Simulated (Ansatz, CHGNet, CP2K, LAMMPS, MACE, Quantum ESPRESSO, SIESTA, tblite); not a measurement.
# Glassy 33Al2O3-67P2O5 (mol %) (57 atoms) under volume change, by several methods

Aim: pressure against volume for glassy 33Al2O3-67P2O5 (mol %) (57 atoms), with plane waves as the reference.

The results are calculated values.

## 1. Set-up

The cell holds 57 atoms (6 Al, 12 P and 39 O), with edges of 9.13, 9.13 and 9.13 Å. Recipe: 57 atoms (6 Al, 12 P, 39 O) placed at random at 2.5 g/cm³, melted at 4000 K for 10 ps at fixed volume with the Morse and Coulomb pair potential with partial charges (Pedone, Malavasi, Menziani, Cormack and Segre, J. Phys. Chem. B 110, 11780 (2006)). Quenched from 4000 K to 300 K at 60 K/ps and fixed volume, held 10 ps at zero pressure. Then the atoms were relaxed with MACE MPA-0 medium in the fixed cell.

Bonds by pair of elements; cutoffs follow the first minimum of g(r), held within bounds set by covalent radii, and pairs that aren't listed don't count as bonded:

```csv
pair A-B,cutoff (Å),bonds,mean length (Å),spread (Å),shortest (Å),B about A,A about B
O-P,2.11,49,1.57,0.071,1.46,1.26,4.08
O-Al,2.23,27,1.84,0.086,1.72,0.692,4.5
```

## 2. The reference input

Quantum ESPRESSO 7.5: Kohn-Sham DFT, PBE, SSSP efficiency 1.3.0 pseudopotentials, plane waves. Its input, pw.in, for the unchanged cell:

```
&control
  calculation = 'scf'
  pseudo_dir = './pseudo'
  outdir = './tmp'
  disk_io = 'none'
  tprnfor = .true.
  tstress = .true.
/
&system
  ibrav = 0
  nat = 57
  ntyp = 3
  ecutwfc = 60
  ecutrho = 480
  nosym = .true.
  occupations = 'smearing'
  smearing = 'fd'
  degauss = 0.003675
/
&electrons
  conv_thr = 2.9e-07
  electron_maxstep = 100
  mixing_beta = 0.4
  mixing_mode = 'plain'
  diagonalization = 'david'
/
ATOMIC_SPECIES
Al 26.982 Al.upf
P 30.974 P.upf
O 15.999 O.upf
CELL_PARAMETERS angstrom
9.13037 0.00000 0.00000
0.00000 9.13037 0.00000
0.00000 0.00000 9.13037
ATOMIC_POSITIONS crystal
Al 0.62875 0.26745 0.52451
Al 0.87140 0.93465 0.10589
Al 0.93017 0.56857 0.01342
Al 0.09562 0.64981 0.59006
[... 51 atom lines left out ...]
O 0.41941 0.92121 0.63449
O 0.90292 0.75002 0.50788
K_POINTS gamma
```

```console
$ OMP_NUM_THREADS=1 mpirun -np 2 pw.x -in pw.in > output.txt
```

The job ended after 2.7 min (2 MPI ranks of Arm Neoverse V1, shared host; peak memory 2 GiB).

It converged with an r.m.s. force component of 0.14 eV/Å and a pressure of -1.5 GPa.

## 3. Levels of theory

Every level solves the same cells as single points. CPU time is summed over a level's finished runs, on a host shared with the other runs, so it is rough; the force column is the median over cells of the r.m.s. difference of force components from the reference.

```
                       level                      basis or training data  k-points  runs finished  CPU time  peak memory (GiB)  force difference (meV/Å)
                     QE, PBE     plane waves, SSSP efficiency, 60/480 Ry         Γ         3 of 3    16 min                2.1                 reference
       CP2K double zeta, PBE                       DZVP-UZH, GTH, 600 Ry         Γ         3 of 3   9.6 min                3.1                       100
             SIESTA DZP, PBE    DZP orbitals, shift 0.01 Ry, mesh 500 Ry         Γ         3 of 3   9.9 min                1.5                       226
CP2K double zeta, PBE+D3(BJ)                       DZVP-UZH, GTH, 600 Ry         Γ         3 of 3   9.8 min                3.1                       102
             tblite GFN1-xTB  tight binding with its own dispersion term         Γ         3 of 3      10 s               0.11                       322
                CHGNet 0.3.0          trained on PBE(+U) plane-wave data         -         3 of 3      11 s               0.92                       166
           MACE MPA-0 medium          trained on PBE(+U) plane-wave data         -         3 of 3      24 s               0.89                       144
```

The reference's own r.m.s. force component runs from 144 to 146 meV/Å over these cells. MACE MPA-0 medium relaxed the atoms, so in the cells that it relaxed its forces are near zero and its entry mostly repeats the reference's forces.

## 4. Pressure against volume

The cell is scaled evenly, and at each volume MACE MPA-0 medium relaxes the atoms again before the single points. The unchanged volume is 13.353 Å³ an atom. Pressures in GPa:

```csv
level,-3 %,0,+3 %
"QE, PBE",0.03,-1.45,-2.68
"CP2K double zeta, PBE",-0.11,-1.54,-2.73
"SIESTA DZP, PBE",2.30,0.78,-0.49
"CP2K double zeta, PBE+D3(BJ)",-1.92,-3.25,-4.33
tblite GFN1-xTB,2.90,1.44,0.20
CHGNet 0.3.0,-1.36,-2.70,-3.81
MACE MPA-0 medium,-1.03,-2.42,-3.57
```

Energy less that of the unchanged cell at the same level, in meV an atom:

```csv
level,-3 %,+3 %
"QE, PBE",-3.94,6.97
"CP2K double zeta, PBE",-5.34,8.19
"SIESTA DZP, PBE",-7.32,10.44
"CP2K double zeta, PBE+D3(BJ)",-9.85,12.47
tblite GFN1-xTB,5.55,-3.04
CHGNet 0.3.0,-3.94,6.29
MACE MPA-0 medium,-4.44,7.43
```

## 5. Moduli

From the three volumes nearest the unchanged one: B from the slope of pressure against ln V and from the curvature of the energy, the pressure that the slope of the energy implies, and the volume change at which the printed pressure crosses zero (a dash if it doesn't within the range).

```csv
level,B from pressures (GPa),B from energies (GPa),printed pressure (GPa),pressure from energies (GPa),zero pressure at (%)
"QE, PBE",45.0,40.4,-1.45,-2.18,-2.9
"CP2K double zeta, PBE",43.6,38.0,-1.54,-2.70,-
"SIESTA DZP, PBE",46.5,41.5,0.78,-3.55,+1.8
"CP2K double zeta, PBE+D3(BJ)",40.1,34.9,-3.25,-4.46,-
tblite GFN1-xTB,45.0,33.4,1.44,1.72,-
CHGNet 0.3.0,40.8,31.3,-2.70,-2.05,-
MACE MPA-0 medium,42.2,39.8,-2.42,-2.37,-
```

As a check by hand on the reference: from -3 to +3 % the pressure falls by 2.70 GPa while ln V grows by 0.0600, a ratio of 45.0 GPa.

Gap between the highest filled and the lowest empty level on the runs' k-points, in eV:

```csv
level,-3 %,0,+3 %
"QE, PBE",3.71,3.54,3.35
"CP2K double zeta, PBE",3.48,3.31,3.13
"SIESTA DZP, PBE",3.60,3.41,3.21
"CP2K double zeta, PBE+D3(BJ)",3.48,3.31,3.13
```

## 6. Findings

The plane-wave reference (PBE) gives a bulk modulus of 45.0 GPa from its pressures, at a volume where its pressure is -1.45 GPa; that pressure crosses zero at -2.9 %. Other programs at PBE: CP2K double zeta, PBE 43.6 GPa (-3 %) and SIESTA DZP, PBE 46.5 GPa (+3 %); their pressures lie -0.09 to +2.23 GPa from the reference's. Other functionals: CP2K double zeta, PBE+D3(BJ) 40.1 GPa (-11 %); its pressure lies -1.79 GPa from the reference's.

Learned potentials: CHGNet 0.3.0 40.8 GPa (-9 %) and MACE MPA-0 medium 42.2 GPa (-6 %); their pressures lie -1.25 to -0.97 GPa from the reference's. Tight binding: tblite GFN1-xTB 45.0 GPa (+0 %); its pressure lies +2.89 GPa from the reference's. The moduli are read at one volume but at unlike pressures, and a cell under tension is as a rule softer than one under compression. All slopes lie within 11 % of the reference's, while the pressures at one volume spread over 4.7 GPa, so the levels would settle at unlike volumes. Moduli from the energies run from 31 to 42 GPa and part from those from pressures by as much as -26 % (tblite GFN1-xTB); they rest on differences of a few meV an atom and hold the work of each level's leftover forces. Printed pressure and the slope of the energy part by over 1.4 GPa for SIESTA DZP, PBE; the atoms move along a path that isn't these levels' own, so their forces do work along it, and an error in the stress can't be told from that. The reference's gap falls as the cell grows, from 3.71 eV at -3 % to 3.35 eV at +3 %.

Caveats: The atoms follow MACE MPA-0 medium, not each level's own minimum, so these moduli only approach relaxed ones and hang on that choice. Three points at finite strain give rough moduli, at the given volume rather than at zero pressure. Pressures at a fixed plane-wave cutoff or in a small atom-centred basis hold some basis error. The quench rate of 60 K/ps is many orders above laboratory rates, so the cell is likely richer in defects and strain than a real sample. The reference samples only Γ, in a cell whose shortest periodic width is 9 Å. The reference isn't exact: its cutoffs and mesh weren't converged further here, and in our tests on small cells the SSSP efficiency potentials stood apart from two norm-conserving sets for C–F bonds most, for P–O and Y–O bonds less. SIESTA's automatically made basis is far from complete, and its potentials were converted by us (checked for H, C, O, Si, Ge and Ca alone). Where levels are smeared, the DFT runs use Fermi–Dirac occupations at 580 K (0.05 eV), and energies are free energies.

[Long decimals in the printed logs are rounded to 6 places.]

[Logs are printed without paths, hosts, clocks, repeated set-up lines and the standing remarks that a program may print on its own settings, such as how far it seeks lower states.]

[Hosts, paths, dates, database ids (printed as entryN), source tags and the programs' standing remarks are cut or masked in the printed files.]
